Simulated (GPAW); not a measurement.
# STM contrast on TiGe2N4 monolayer

Wanted: filled- and empty-state images of TiGe2N4 monolayer, with its work function.

Main program and level: GPAW 26.7.0; GPAW, PAW setups; layer in a repeated cell with vacuum, relaxation of atoms and in-plane cell, in the first sound run; inputs show where later runs differ.

## Step 1: The structure

The cell holds 7 atoms: 4 N, 2 Ge and 1 Ti. Its edges and angles: a = 3.020 Å, b = 3.020 Å, c = 25.302 Å, α = 90.0°, β = 90.0°, γ = 120.0°. Vacuum lies along c.

Structure file:

```cif
data_structure
_symmetry_space_group_name_H-M 'P 1'
_symmetry_Int_Tables_number 1
_cell_length_a 3.0200
_cell_length_b 3.0200
_cell_length_c 25.3024
_cell_angle_alpha 90.000
_cell_angle_beta 90.000
_cell_angle_gamma 120.000
_cell_volume 199.85
loop_
_atom_site_label
_atom_site_type_symbol
_atom_site_fract_x
_atom_site_fract_y
_atom_site_fract_z
_atom_site_occupancy
N1 N 0.00000 0.00000 0.35570 1
Ge2 Ge 0.33333 0.66667 0.37893 1
N3 N 0.33333 0.66667 0.45165 1
Ti4 Ti 0.00000 0.00000 0.50000 1
N5 N 0.33333 0.66667 0.54835 1
Ge6 Ge 0.33333 0.66667 0.62107 1
N7 N 0.00000 0.00000 0.64430 1
```

## Step 2: Relaxing the atoms

The atoms are relaxed first, since the surface dipole, and with it the work function, follows the positions of the outer layers.

Input file run.py:

```python
import json
import numpy as np
from ase import Atoms
from ase.filters import FrechetCellFilter
from ase.optimize import BFGS
from gpaw import GPAW, PW

slab = Atoms(
    ['N', 'Ge', 'N', 'Ti', 'N', 'Ge', 'N'],
    positions=[
        [0.00000, 0.00000, 9.00000],
        [-0.00000, 1.74360, 9.58776],
        [-0.00000, 1.74360, 11.42776],
        [0.00000, 0.00000, 12.65119],
        [-0.00000, 1.74360, 13.87461],
        [-0.00000, 1.74360, 15.71461],
        [0.00000, 0.00000, 16.30238]],
    cell=[[3.02, 0.0, 0.0], [-1.51, 2.6154, 0.0], [0.0, 0.0, 25.3024]],
    pbc=[True, True, True])

slab.calc = GPAW(mode=PW(600), xc='PBE', kpts={'size': (12, 12, 1), 'gamma': True},
                 occupations={'name': 'fermi-dirac', 'width': 0.05}, nbands='200%',
                 convergence={'density': 1e-05}, maxiter=200,
                 symmetry={'tolerance': 1e-3}, txt='slab.txt')
result = {}
# The in-plane cell is free; stress needs a cell that repeats along all three vectors
path = []
opt = BFGS(FrechetCellFilter(slab, mask=[1, 1, 0, 0, 0, 1]), maxstep=0.2)
opt.attach(lambda: path.append((slab.get_potential_energy(), slab.positions.tolist(), slab.get_forces().tolist())))
result['relaxed'] = bool(opt.run(fmax=0.02, steps=45))
result['path'] = path
result['cell'] = slab.cell.tolist()
print('in-plane lattice', slab.cell.cellpar().round(4)[[0, 1, 5]])
energy = slab.get_potential_energy()
fermi = slab.calc.get_fermi_level()
v = slab.calc.get_electrostatic_potential().mean((0, 1)) - fermi
n = slab.calc.get_pseudo_density().mean((0, 1))
L = slab.cell[2, 2]
z = np.arange(len(v)) * L / len(v)
low, high = slab.positions[:, 2].min(), slab.positions[:, 2].max()
below, above = np.interp([low - 6.8, high + 6.8], z, v)
slopes = [np.interp(x, z, np.gradient(v, z)) for x in (low - 6.8, high + 6.8)]
eps = np.array([[slab.calc.get_eigenvalues(k, s) for k in range(len(slab.calc.get_ibz_k_points()))]
                for s in range(slab.calc.get_number_of_spins())]) - fermi
top, bottom = eps[eps < 0].max(), eps[eps > 0].min()
dipole = slab.get_dipole_moment()[2]
print(f'energy {energy:.4f} eV, Fermi level {fermi:.4f} eV, dipole {dipole:.5f} e A')
print(f'potential 6.8 A off the faces, from the Fermi level: lower {below:.4f} eV, upper {above:.4f} eV')
print(f'slope of the potential there: lower {slopes[0]:.5f}, upper {slopes[1]:.5f} eV/A')
print(f'nearest levels on the mesh: {top:.4f} and {bottom:.4f} eV')
print('magnetic moment', round(slab.get_magnetic_moment(), 3))
result.update(energy=energy, fermi=fermi, dipole=dipole, below=below, above=above, slopes=slopes, edges=[top, bottom],
              z=z.tolist(), v=v.tolist(), n=n.tolist(), positions=slab.positions.tolist(),
              forces=slab.get_forces(apply_constraint=False).tolist(), moments=slab.get_magnetic_moments().tolist())
json.dump(result, open('result.json', 'w'))
```

Started as:

```sh
$ OMP_NUM_THREADS=1 OPENBLAS_NUM_THREADS=1 python run.py
```

Log:

```text
Step          Energy          fmax
BFGS:    0      -50.977288        2.311231
BFGS:    1      -51.105009        0.984015
BFGS:    2      -51.170780        0.364960
BFGS:    3      -51.178474        0.136766
BFGS:    4      -51.180063        0.048503
BFGS:    5      -51.179615        0.028175
BFGS:    6      -51.179654        0.037443
BFGS:    7      -51.178832        0.037321
BFGS:    8      -51.177903        0.030419
BFGS:    9      -51.177319        0.010981
in-plane lattice [  3.0221   3.0221 120.    ]
energy -51.1773 eV, Fermi level -0.7777 eV, dipole 0.00107 e A
potential 6.8 A off the faces, from the Fermi level: lower 6.3965 eV, upper 6.3984 eV
slope of the potential there: lower -0.00093, upper 0.00001 eV/A
nearest levels on the mesh: -0.6513 and 0.6951 eV
magnetic moment 0.0
```

The job ended after 11 min (1 thread of Intel Xeon Platinum 8488C (Sapphire Rapids), shared host; peak memory 0.48 GiB).

Numbers from this step:

```
dipole along the normal                    : 0.001068 e·Å
levels nearest the Fermi level on the mesh : -0.6513, 0.6951 eV from the Fermi level
```

The electrostatic potential energy of an electron (without an applied field's), less the Fermi level, planar mean oscillates, so the rows of the table below give means over windows of 1.14 Å about each position, cut where the curve ends. Its maxima inside the range that stand out by 2 % of the span (Å: eV): 10.8: 1.32, 11.9: -6.57, 13.4: -6.57, 14.5: 1.32. Its minima: 9.6: -22.1, 11.5: -11.2, 12.7: -19.0, 13.8: -11.2, 15.7: -22.1.

The electrostatic potential energy of an electron (without an applied field's), less the Fermi level, planar mean by z; means over each step:

```tsv
z (Å)	electrostatic potential energy of an electron (without an applied field's), less the Fermi level, planar mean (eV)
0.57	6.40
1.71	6.40
2.85	6.40
3.99	6.39
5.13	6.39
6.27	6.38
7.41	6.04
8.55	-5.21
9.69	-16.7
10.83	-1.64
11.97	-10.4
13.11	-12.0
14.25	-3.19
15.39	-13.4
16.53	-9.87
17.67	5.66
18.81	6.38
19.95	6.40
21.09	6.40
22.23	6.40
23.37	6.40
24.51	6.40
```

The pseudo valence density, planar mean oscillates, so the rows of the table below give means over windows of 1 Å about each position, cut where the curve ends. Its maxima inside the range that stand out by 2 % of the span (Å: e/Å³): 9.1: 0.855, 10.0: 0.316, 11.6: 0.716, 12.7: 1.52, 13.7: 0.716, 15.3: 0.316, 16.2: 0.855. Its minima: 9.7: 0.152, 10.5: 0.212, 11.9: 0.647, 13.4: 0.647, 14.8: 0.212, 15.6: 0.152.

The pseudo valence density, planar mean by z; means over each step:

```tsv
z (Å)	pseudo valence density, planar mean (e/Å³)
5	8.2e-6
6	1.8e-4
7	0.00500
8	0.142
9	0.675
10	0.249
11	0.419
12	0.822
13	1.05
14	0.558
15	0.256
16	0.560
17	0.313
18	0.0140
19	5.0e-4
20	2.0e-5
```

The relaxation lowered the energy of the cell by 0.200 eV (energies extrapolated to zero smearing; the optimiser's log prints free energies). The largest force left on a free atom is 0.011 eV/Å.

## Step 3: Plane waves, PBE

With the geometry fixed, the planar mean of the potential gives the vacuum level on each side.

This step: GPAW, PAW setups; slab in vacuum (GPAW 26.7.0).

The cell differs from the one that the last finished run ended in (c 25.302 → 25.407 Å).

Input file run.py:

```python
import json
import numpy as np
from ase import Atoms
from ase.dft.stm import STM
from gpaw import GPAW, PW

slab = Atoms(
    ['N', 'Ge', 'N', 'Ti', 'N', 'Ge', 'N'],
    positions=[
        [0.00000, -0.00000, 9.00000],
        [0.00000, 1.74483, 9.65436],
        [0.00000, 1.74483, 11.54687],
        [0.00000, 0.00000, 12.70335],
        [0.00000, 1.74483, 13.85982],
        [0.00000, 1.74483, 15.75232],
        [0.00000, 0.00000, 16.40670]],
    cell=[[3.02213, -0.0, 0.0], [-1.51106, 2.61724, 0.0], [0.0, 0.0, 25.4067]],
    pbc=[True, True, False])

slab.calc = GPAW(mode=PW(500), xc='PBE', kpts={'size': (12, 12, 1), 'gamma': True},
                 occupations={'name': 'fermi-dirac', 'width': 0.05}, nbands='200%',
                 convergence={'density': 1e-05}, maxiter=200,
                 poissonsolver={'dipolelayer': 'xy'},
                 symmetry={'tolerance': 1e-3}, txt='slab.txt')
result = {}
energy = slab.get_potential_energy()
fermi = slab.calc.get_fermi_level()
v = slab.calc.get_electrostatic_potential().mean((0, 1)) - fermi
n = slab.calc.get_pseudo_density().mean((0, 1))
L = slab.cell[2, 2]
z = np.arange(len(v)) * L / len(v)
low, high = slab.positions[:, 2].min(), slab.positions[:, 2].max()
below, above = np.interp([low - 6.8, high + 6.8], z, v)
slopes = [np.interp(x, z, np.gradient(v, z)) for x in (low - 6.8, high + 6.8)]
eps = np.array([[slab.calc.get_eigenvalues(k, s) for k in range(len(slab.calc.get_ibz_k_points()))]
                for s in range(slab.calc.get_number_of_spins())]) - fermi
top, bottom = eps[eps < 0].max(), eps[eps > 0].min()
dipole = slab.get_dipole_moment()[2]
print(f'energy {energy:.4f} eV, Fermi level {fermi:.4f} eV, dipole {dipole:.5f} e A')
print(f'potential 6.8 A off the faces, from the Fermi level: lower {below:.4f} eV, upper {above:.4f} eV')
print(f'slope of the potential there: lower {slopes[0]:.5f}, upper {slopes[1]:.5f} eV/A')
print(f'nearest levels on the mesh: {top:.4f} and {bottom:.4f} eV')
print('magnetic moment', round(slab.get_magnetic_moment(), 3))
result.update(energy=energy, fermi=fermi, dipole=dipole, below=below, above=above, slopes=slopes, edges=[top, bottom],
              z=z.tolist(), v=v.tolist(), n=n.tolist(), positions=slab.positions.tolist(),
              forces=slab.get_forces(apply_constraint=False).tolist(), moments=slab.get_magnetic_moments().tolist())

# Images need the states of the whole zone, up to time reversal
slab.calc = slab.calc.fixed_density(symmetry={'point_group': False}, txt='states.txt', nbands='260%',
                                    convergence={'bands': 'CBM+0.8'})
stm = STM(slab)
result['stm'] = []
for bias in [-0.5, 0.5]:
    height = high + 3.5
    current = stm.get_averaged_current(bias, height)
    x, y, h = stm.scan(bias, current)
    i, f = divmod(height / L * stm.ldos.shape[2], 1)
    I = abs((1 - f) * stm.ldos[:, :, int(i)] + f * stm.ldos[:, :, int(i) + 1])
    print(f'bias {bias} V: mean current at 3.5 A {current:.4e}, corrugation {np.ptp(h):.4f} A')
    result['stm'].append(dict(bias=bias, current=current, h=(h - high).tolist(), I=I.tolist()))
json.dump(result, open('result.json', 'w'))
```

Log:

```text
energy -49.5137 eV, Fermi level -0.7772 eV, dipole 0.00142 e A
potential 6.8 A off the faces, from the Fermi level: lower 6.3732 eV, upper 6.3773 eV
slope of the potential there: lower -0.00112, upper 0.00112 eV/A
nearest levels on the mesh: -0.6484 and 0.6941 eV
magnetic moment 0.0
bias -0.5 V: mean current at 3.5 A 0.0000e+00, corrugation 0.0000 A
bias 0.5 V: mean current at 3.5 A 0.0000e+00, corrugation 0.0000 A
```

The job ended after 3.3 min (1 thread; peak memory 0.76 GiB).

This step gave:

```
dipole along the normal                    : 0.001416 e·Å
levels nearest the Fermi level on the mesh : -0.6484, 0.6941 eV from the Fermi level
upper work function                        : 6.377 eV
lower work function                        : 6.373 eV
upper ionisation energy                    : 7.026 eV
```

The electrostatic potential energy of an electron (without an applied field's), less the Fermi level, planar mean oscillates, so the rows of the table below give means over windows of 1.13 Å about each position, cut where the curve ends. Its maxima inside the range that stand out by 2 % of the span (Å: eV): 10.8: 1.30, 12.0: -6.53, 13.5: -6.53, 14.6: 1.30. Its minima: 9.6: -22.1, 11.6: -11.2, 12.7: -19.0, 13.8: -11.2, 15.8: -22.1.

Table of electrostatic potential energy of an electron (without an applied field's), less the Fermi level, planar mean by z; means over each step:

```tsv
z (Å)	electrostatic potential energy of an electron (without an applied field's), less the Fermi level, planar mean (eV)
0.56	6.37
1.69	6.37
2.82	6.37
3.95	6.37
5.08	6.37
6.21	6.36
7.34	6.13
8.47	-2.52
9.60	-18.3
10.73	-1.46
11.86	-9.13
12.99	-13.2
14.12	-4.59
15.25	-9.88
16.38	-14.0
17.52	4.91
18.64	6.33
19.77	6.37
20.90	6.37
22.04	6.38
23.16	6.38
24.29	6.38
```

The pseudo valence density, planar mean oscillates, so the rows of the table below give means over windows of 1 Å about each position, cut where the curve ends. Its maxima inside the range that stand out by 2 % of the span (Å: e/Å³): 9.0: 0.841, 10.2: 0.310, 11.7: 0.714, 12.8: 1.47, 13.7: 0.714, 15.2: 0.310, 16.4: 0.841. Its minima: 9.8: 0.168, 10.5: 0.213, 12.0: 0.652, 13.4: 0.652, 14.9: 0.213, 15.6: 0.168.

Pseudo valence density, planar mean against z; means over each step:

z (Å), pseudo valence density, planar mean (e/Å³) and a bar:
```
        5       0.00 
        6       0.00 
        7       0.00 
        8       0.12 ###
        9       0.67 ###################
       10       0.26 #######
       11       0.39 ###########
       12       0.79 ######################
       13       1.07 ##############################
       14       0.58 ################
       15       0.26 #######
       16       0.53 ###############
       17       0.35 ##########
       18       0.02 
       19       0.00 
       20       0.00
```

The layer is gapped, so the Fermi level lies somewhere inside the gap, set by smearing and numerics, and these work functions are no property of the material; the band edges below the vacuum level are. The potential is flat to 0.001 eV/Å where it is read, so the vacuum is wide enough. At -0.5 and 0.5 V the search found no usable constant-current contour near the set height, since the window lies inside the gap and carries no current, so the printed corrugation is no image; it is left out.

## Step 4: What came out

```
work function, both faces (Fermi level placed in the gap by the smearing)        : 6.38 eV
ionisation energy from the upper face (highest filled level on the mesh)         : 7.03 eV
electron affinity from the upper face (lowest empty Kohn-Sham level on the mesh) : 5.68 eV
dipole along the normal                                                          : 0.0014 e Å, near the numerical noise
```

In words: With plane waves and PBE the ionisation energy from the upper face is 7.03 eV and the Kohn-Sham electron affinity 5.68 eV. The levels nearest the Fermi level on the mesh lie 1.34 eV apart, so the slab is gapped there: the smearing puts the Fermi level inside the gap, and from either face the ionisation energy is the work function plus 0.65 eV. Both are Kohn-Sham levels on the mesh, and semilocal gaps are too small, so the affinity tends to come out too large and the ionisation energy too small. The small printed dipole stands for a step of -32 meV from the lower to the upper face, and the probes find 4.1 meV; values this small are near the numerical noise of both. The layer's cell and atoms come from the relaxation; spin-orbit coupling and temperature are left out.

[Logs are printed without paths, hosts, clocks, repeated set-up lines and the standing remarks that a program may print on its own settings, such as how far it seeks lower states.]

[Hosts, paths, dates, database ids (printed as entryN), source tags and the programs' standing remarks are cut or masked in the printed files.]
